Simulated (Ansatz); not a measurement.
# GaP (F-43m) at temperature and pressure, part 4 of 4

Aim: how pressure changes the thermal expansion of GaP.

Ansatz 0.2.0; DFT RPBE, scalar-relativistic, plane waves, PAW.

So far, principal linear expansion coefficients at 298 K (× 1e-6/K): step 7 (phonons on strained cells, pressure 5 GPa) 4.32. Also gap on the k-mesh (eV): step 2 (probe on a coarse mesh) 1.76; step 3 (finding the static equilibrium) 1.49; step 6 (relaxation under pressure, pressure 5 GPa) 1.73; step 7 1.73; step 8 (relaxation under pressure, pressure 20 GPa) 1.44.

### 9. The quasi-harmonic study, pressure 20 GPa

Thermal expansion follows from how the free energy of the vibrations (and of the electrons in a metal) changes with strain, so the program makes strained cells, their phonons and a fit in one run.

input.yaml

```yaml
crystal:
  lattice:
    - [0.0, 2.6109816527, 2.6109816527]
    - [2.6109816527, 0.0, 2.6109816527]
    - [2.6109816527, 2.6109816527, 0.0]
  atoms:
    - { symbol: Ga, position: [0.0, 0.0, 0.0] }
    - { symbol: P, position: [0.25, 0.25, 0.25] }
kpoints:
  mp_grid: { grid: [8, 8, 8] }
hamiltonian:
  xc: rpbe
scf:
  occupations: { method: fixed }
output:
  eigenvalues: true
phonons:
  method: dfpt
  qmesh: [4, 4, 4]
  temperatures: { t_max: 800.0, t_step: 50 }
  thermal_expansion: { pressure: 20.0 }
```

On the command line:

```sh
$ ansatz run input.yaml --threads 4 --pin off --max-ram 8192MiB --backend cpu --events-out ev --progress --plain --runs-dir out
```

Numbers of over 12 decimals in the logs are rounded to 6 here.

Log:

```text
[...]
Crystal: 2 atoms, lattice volume = 35.599 Å³
Basis set: ecut = 487.2 eV, 893 PW (Γ), exchange–correlation on 54×54×54 points (8 copies of the dense FFT grid, shifted against one another)
Bands: 13, of which v1, the nominal top of the filled ones, is band 9 counted from 1 (8 counted from 0)
Symmetry: 24 space group operations
[...]
k-points: 29 of 512 (time reversal used)
[...]
SCF iter   1: F=—  HF=-4548.023820 eV  |F-HF|=—  |Δ(HF+E_count)|=         —  Δρ=3.16e-3  dr2=1.52e-3  ethr=1.77e-3  ⟨swp⟩=5.3  Hψ=2061  notcnv=0  defer=52
[...]
SCF iter   9: F=-4548.022420 eV  HF=-4548.022420 eV  |F-HF|=1.82e-12  |Δ(HF+E_count)|=  3.91e-11  Δρ=9.93e-8  dr2=1.66e-12  ethr=1.00e-12  ⟨swp⟩=10.4  Hψ=2571  notcnv=0
SCF 1 converged in 9 iterations: F = -4548.022420 eV  dr2 = 1.66e-12
[...]
relax step   1: F+E_penalty+E_count = -4548.02241968 eV  Δ(F+E_penalty+E_count) = +0.000e0 eV  max|allowed force component| = 2.405e-16 eV/Å  Δτ_max = 0.0000 Å  (9 SCF iters, accepted)
SCF converged after 9 iterations
Free energy (F): -4548.022420 eV
[...]
Internal energy: -4548.022420 eV  (E = F + TS)
E sigma→0 (E₀):  -4548.022420 eV
Fermi energy:    8.923109 eV
[...]
--- Stress (GPa, compression-positive) ---
       19.982929      -0.000000      -0.000000
        0.000000      19.982929       0.000000
       -0.000000       0.000000      19.982929
  P = ⅓ Tr σ = 19.9829 GPa (199.829 kbar)
--- Band table (eV; the first three rows and the last of 29) ---
  k-point 0: bands = [... 5 lower, -4.5935, 8.9231, 8.9231, 8.9231, 11.9677, 12.7720, 12.7720, 12.7720]
  k-point 1: bands = [... 5 lower, -4.3500, 7.2540, 8.6417, 8.6417, 12.0940, 13.1830, 13.1830, 13.8613]
  k-point 2: bands = [... 5 lower, -3.6697, 4.7439, 8.1292, 8.1292, 11.5881, 13.7270, 13.7270, 16.0686]
  k-point 28: bands = [... 5 lower, -0.8543, 1.8112, 4.7145, 4.8532, 13.6928, 14.3605, 15.0879, 15.4301]
── thermal expansion: 3 new cells, 3 in all ──
thermal expansion: relaxation of cell 2
thermal expansion: relaxation of cell 3
── thermal expansion: 2 new cells, 5 in all ──
thermal expansion: relaxation of cell 4
thermal expansion: lower-state search of cell 4
thermal expansion: phonons of cell 4
thermal expansion: relaxation of cell 5
thermal expansion: phonons of cell 5
── thermal expansion: 5 new cells, 10 in all ──
thermal expansion: relaxation of cell 6
thermal expansion: relaxation of cell 7
thermal expansion: relaxation of cell 8
thermal expansion: relaxation of cell 9
thermal expansion: relaxation of cell 10
thermal expansion: phonons of cell 6
thermal expansion: phonons of cell 7
--- Relaxed structure (1 steps of the walk, 1 accepted, 0 SCFs on fresh bases) ---
  F+E_penalty+E_count = -4548.02241968 eV   max|allowed force component| = 2.405e-16 eV/Å
  atoms:
    - { symbol: Ga, position: [0.0, 0.0, 0.0] }
    - { symbol: P, position: [0.250000, 0.250000, 0.250000] }
--- Thermal expansion: 10 cells in 3 rounds, 20 GPa ---
  no lower state was reached at cell 4
  without vibrations: a 3.69235, b 3.69235, c 3.69235 Å, V 35.5953 Å³, B 151.43 GPa
  at 0 K: a 3.69589, b 3.69589, c 3.69589 Å, V 35.6979 Å³, B 150.08 GPa
  zero-point expansion: a +0.096, b +0.096, c +0.096, V +0.288 %
[...]
0.00    3.69589    3.69589    3.69589    35.6979 |    0.00    0.00    0.00    0.00 |   -2.13 |     0.000     0.000 |   150.08   150.08
   100.00    3.69545    3.69545    3.69545    35.6850 |   -1.69   -1.69   -1.69   -5.06 |   -1.40 |    20.149    20.140 |   149.46   149.52
   200.00    3.69507    3.69507    3.69507    35.6742 |   -0.35   -0.35   -0.35   -1.05 |    0.27 |    34.677    34.676 |   148.21   148.21
   298.15    3.69511    3.69511    3.69511    35.6752 |    0.44    0.44    0.44    1.31 |       - |    41.569    41.567 |   146.81   146.82
   350.00    3.69521    3.69521    3.69521    35.6783 |    0.68    0.68    0.68    2.04 |    1.70 |    43.557    43.553 |   146.06   146.08
   450.00    3.69553    3.69553    3.69553    35.6873 |    0.97    0.97    0.97    2.92 |    2.24 |    45.863    45.851 |   144.60   144.63
   550.00    3.69592    3.69592    3.69592    35.6987 |    1.15    1.15    1.15    3.44 |    2.62 |    47.132    47.112 |   143.13   143.19
   650.00    3.69637    3.69637    3.69637    35.7116 |    1.26    1.26    1.26    3.79 |    2.91 |    47.897    47.869 |   141.67   141.76
   750.00    3.69685    3.69685    3.69685    35.7257 |    1.35    1.35    1.35    4.05 |    3.13 |    48.394    48.356 |   140.22   140.33
   800.00    3.69710    3.69710    3.69710    35.7330 |    1.39    1.39    1.39    4.16 |    3.23 |    48.579    48.537 |   139.50   139.62
[...]
vibrations' free energy: its fit passes through its cells
  the electrons' free energy at temperature is not in it: every band gap is over 0.83 eV
  free energies summed between the sampled wave vectors
[...]
band gaps on the cells' k-points are 1.352 to 1.521 eV
```

It took 3.6 min on 4 threads of Intel Xeon 6975P-C (Granite Rapids), shared host; peak memory 1.1 GiB; 13 min of CPU time.

Numbers from this step:

```yaml
gap_on_the_k_mesh: 1.436 eV
volume_expansion_coefficient_at_298_k: 1.314 1e-6/K
c_p_at_298_k: 20.78 J/mol-atom/K
entropy_at_298_k: 25.00 J/mol-atom/K
isothermal_bulk_modulus_at_298_k: 146.8 GPa
grueneisen_parameter_at_298_k: 0.09972
volume_at_298_k: 17.84 Å³/atom
principal_linear_expansion_coefficients_at_298_k: 0.438, 0.438, 0.438 1e-6/K
```

Strained cells of the study; zero-point energy where phonons were solved; the pressures are stresses at a fixed cutoff and can carry an offset from the finite basis. Expansion cells, by row:

| cell | \|a\| (Å) | \|b\| (Å) | \|c\| (Å) | V (Å³/atom) | E - E_lowest (meV/atom) | pressure, compression positive (GPa) | gap (eV) | zero-point energy (meV/atom) |
| --- | --- | --- | --- | --- | --- | --- | --- | --- |
| 1 | 3.692 | 3.692 | 3.692 | 17.8 | 62.81 | 19.96 | 1.436 | - |
| 2 | 3.722 | 3.722 | 3.722 | 18.23 | 13.85 | 16.5 | 1.501 | - |
| 3 | 3.663 | 3.663 | 3.663 | 17.38 | 120.1 | 23.74 | 1.369 | - |
| 4 | 3.693 | 3.693 | 3.693 | 17.8 | 62.68 | 19.95 | 1.436 | 52.51 |
| 5 | 3.711 | 3.711 | 3.711 | 18.07 | 31.09 | 17.75 | 1.477 | 51.79 |
| 6 | 3.701 | 3.701 | 3.701 | 17.93 | 47.54 | 18.91 | 1.456 | 52.17 |
| 7 | 3.718 | 3.718 | 3.718 | 18.18 | 19.35 | 16.9 | 1.493 | 51.5 |
| 8 | 3.656 | 3.656 | 3.656 | 17.28 | 135.8 | 24.73 | 1.352 | - |
| 9 | 3.674 | 3.674 | 3.674 | 17.54 | 97.54 | 22.28 | 1.395 | - |
| 10 | 3.731 | 3.731 | 3.731 | 18.37 | 0 | 15.46 | 1.521 | - |

Quasi-harmonic; a, b, c are the run's own cell vectors. Expansion, by row:

| T (K) | a (Å) | b (Å) | c (Å) | alpha (deg) | beta (deg) | gamma (deg) | cell volume (Å³/cell) | alpha_a (1e-6/K) | alpha_b (1e-6/K) | alpha_c (1e-6/K) | alpha_V (1e-6/K) | C_P (J/mol-atom/K) | C_V (J/mol-atom/K) | S (J/mol-atom/K) | B_T (GPa) | B_S (GPa) | Grueneisen | extrapolation | fit error (1e-6/K) |
| --- | --- | --- | --- | --- | --- | --- | --- | --- | --- | --- | --- | --- | --- | --- | --- | --- | --- | --- | --- |
| 0 | 3.696 | 3.696 | 3.696 | 60 | 60 | 60 | 35.7 | 0 | 0 | 0 | 0 | 0 | 0 | 0 | 150.1 | 150.1 | - | 0 | 0 |
| 50 | 3.696 | 3.696 | 3.696 | 60 | 60 | 60 | 35.69 | -1.57 | -1.57 | -1.57 | -4.7 | 5.194 | 5.193 | 2.725 | 149.9 | 150 | -1.459 | 0 | 0 |
| 100 | 3.695 | 3.695 | 3.695 | 60 | 60 | 60 | 35.69 | -1.69 | -1.69 | -1.69 | -5.06 | 10.07 | 10.07 | 7.901 | 149.5 | 149.5 | -0.807 | 0 | 0.01 |
| 150 | 3.695 | 3.695 | 3.695 | 60 | 60 | 60 | 35.68 | -1 | -1 | -1 | -3.01 | 14.23 | 14.23 | 12.8 | 148.9 | 148.9 | -0.338 | 0 | 0.01 |
| 200 | 3.695 | 3.695 | 3.695 | 60 | 60 | 60 | 35.67 | -0.35 | -0.35 | -0.35 | -1.05 | 17.34 | 17.34 | 17.35 | 148.2 | 148.2 | -0.097 | 0 | 0.01 |
| 250 | 3.695 | 3.695 | 3.695 | 60 | 60 | 60 | 35.67 | 0.12 | 0.12 | 0.12 | 0.36 | 19.43 | 19.43 | 21.46 | 147.5 | 147.5 | 0.029 | 0 | 0.01 |
| 298.1 | 3.695 | 3.695 | 3.695 | 60 | 60 | 60 | 35.68 | 0.44 | 0.44 | 0.44 | 1.31 | 20.78 | 20.78 | 25 | 146.8 | 146.8 | 0.1 | 0 | 0.01 |
| 300 | 3.695 | 3.695 | 3.695 | 60 | 60 | 60 | 35.68 | 0.45 | 0.45 | 0.45 | 1.34 | 20.83 | 20.83 | 25.13 | 146.8 | 146.8 | 0.102 | 0 | 0.01 |
| 350 | 3.695 | 3.695 | 3.695 | 60 | 60 | 60 | 35.68 | 0.68 | 0.68 | 0.68 | 2.04 | 21.78 | 21.78 | 28.42 | 146.1 | 146.1 | 0.147 | 0 | 0 |
| 400 | 3.695 | 3.695 | 3.695 | 60 | 60 | 60 | 35.68 | 0.85 | 0.85 | 0.85 | 2.54 | 22.45 | 22.44 | 31.37 | 145.3 | 145.4 | 0.177 | 0 | 0 |
| 450 | 3.696 | 3.696 | 3.696 | 60 | 60 | 60 | 35.69 | 0.97 | 0.97 | 0.97 | 2.92 | 22.93 | 22.93 | 34.04 | 144.6 | 144.6 | 0.198 | 0 | 0 |
| 500 | 3.696 | 3.696 | 3.696 | 60 | 60 | 60 | 35.69 | 1.07 | 1.07 | 1.07 | 3.21 | 23.29 | 23.28 | 36.48 | 143.9 | 143.9 | 0.213 | 0 | 0 |
| 550 | 3.696 | 3.696 | 3.696 | 60 | 60 | 60 | 35.7 | 1.15 | 1.15 | 1.15 | 3.44 | 23.57 | 23.56 | 38.71 | 143.1 | 143.2 | 0.225 | 0 | 0 |
| 600 | 3.696 | 3.696 | 3.696 | 60 | 60 | 60 | 35.7 | 1.21 | 1.21 | 1.21 | 3.63 | 23.78 | 23.77 | 40.77 | 142.4 | 142.5 | 0.234 | 0 | 0 |
| 650 | 3.696 | 3.696 | 3.696 | 60 | 60 | 60 | 35.71 | 1.26 | 1.26 | 1.26 | 3.79 | 23.95 | 23.93 | 42.68 | 141.7 | 141.8 | 0.241 | 0 | 0 |
| 700 | 3.697 | 3.697 | 3.697 | 60 | 60 | 60 | 35.72 | 1.31 | 1.31 | 1.31 | 3.93 | 24.09 | 24.07 | 44.46 | 140.9 | 141 | 0.248 | 0 | 0 |
| 750 | 3.697 | 3.697 | 3.697 | 60 | 60 | 60 | 35.73 | 1.35 | 1.35 | 1.35 | 4.05 | 24.2 | 24.18 | 46.13 | 140.2 | 140.3 | 0.253 | 0 | 0.01 |
| 800 | 3.697 | 3.697 | 3.697 | 60 | 60 | 60 | 35.73 | 1.39 | 1.39 | 1.39 | 4.16 | 24.29 | 24.27 | 47.69 | 139.5 | 139.6 | 0.257 | 0 | 0.01 |

The expansion coefficient by temperature; values in 1e-6/K:

| temperature (K) | volume | principal 1 |
| --- | --- | --- |
| 0 | 0 | 0 |
| 50 | -4.7 | -1.57 |
| 100 | -5.06 | -1.69 |
| 150 | -3.01 | -1 |
| 200 | -1.05 | -0.35 |
| 250 | 0.36 | 0.12 |
| 298 | 1.31 | 0.44 |
| 300 | 1.34 | 0.45 |
| 350 | 2.04 | 0.68 |
| 400 | 2.54 | 0.85 |
| 450 | 2.92 | 0.97 |
| 500 | 3.21 | 1.07 |
| 550 | 3.44 | 1.15 |
| 600 | 3.63 | 1.21 |
| 650 | 3.79 | 1.26 |
| 700 | 3.93 | 1.31 |
| 750 | 4.05 | 1.35 |
| 800 | 4.16 | 1.39 |

Changing the pressure (5 → 20 GPa) takes the volume expansion at 298 K from 13.0 to 1.31 × 10⁻⁶/K and B_T from 90.0 to 147 GPa.

### 10. Outcome

- settings of these figures: RPBE, 487.2 eV, k 8×8×8, q 4×4×4, 5 GPa
- volume expansion coefficient at 298 K: 12.96 1e-6/K
- C_P at 298 K: 21.76 J/mol-atom/K
- entropy at 298 K: 26.15 J/mol-atom/K
- isothermal bulk modulus at 298 K: 89.97 GPa
- Grüneisen parameter at 298 K: 0.6559
- volume at 298 K: 20.28 Å³/atom
- principal linear expansion coefficients at 298 K: 4.319, 4.319, 4.319 1e-6/K

Near room temperature and at 5 GPa GaP expands by 13.0 × 10⁻⁶/K in volume by RPBE, with C_P = 21.8 J/(mol K) per mole of atoms and B_T = 90.0 GPa. At low temperature the volume shrinks on warming, because modes with negative Grüneisen parameters outweigh the rest; the coefficient turns positive near 60 K. C_P at room temperature is 87 % of the classical 3R an atom, so the stiffest modes are still partly frozen out. Going from 5 to 20 GPa changes the volume expansion at 298 K from 13.0 to 1.31 × 10⁻⁶/K; since α = γC_V/(B V), it follows the bulk modulus (90.0 → 147 GPa) and the Grüneisen parameter (0.66 → 0.100). The interpolation has no quadrupole term, so branches near the zone centre are less sure, since this crystal has sites that are not centres of inversion. The PAW files were made for PBE and are used here under another functional, for which the program regenerates the frozen cores.

[Logs are printed without paths, hosts, clocks, repeated set-up lines and the standing remarks that a program may print on its own settings, such as how far it seeks lower states.]

[Hosts, paths, dates, database ids (printed as entryN), source tags and the programs' standing remarks are cut or masked in the printed files.]

[A step with changed settings may run another functional than the one named; its input shows which.]
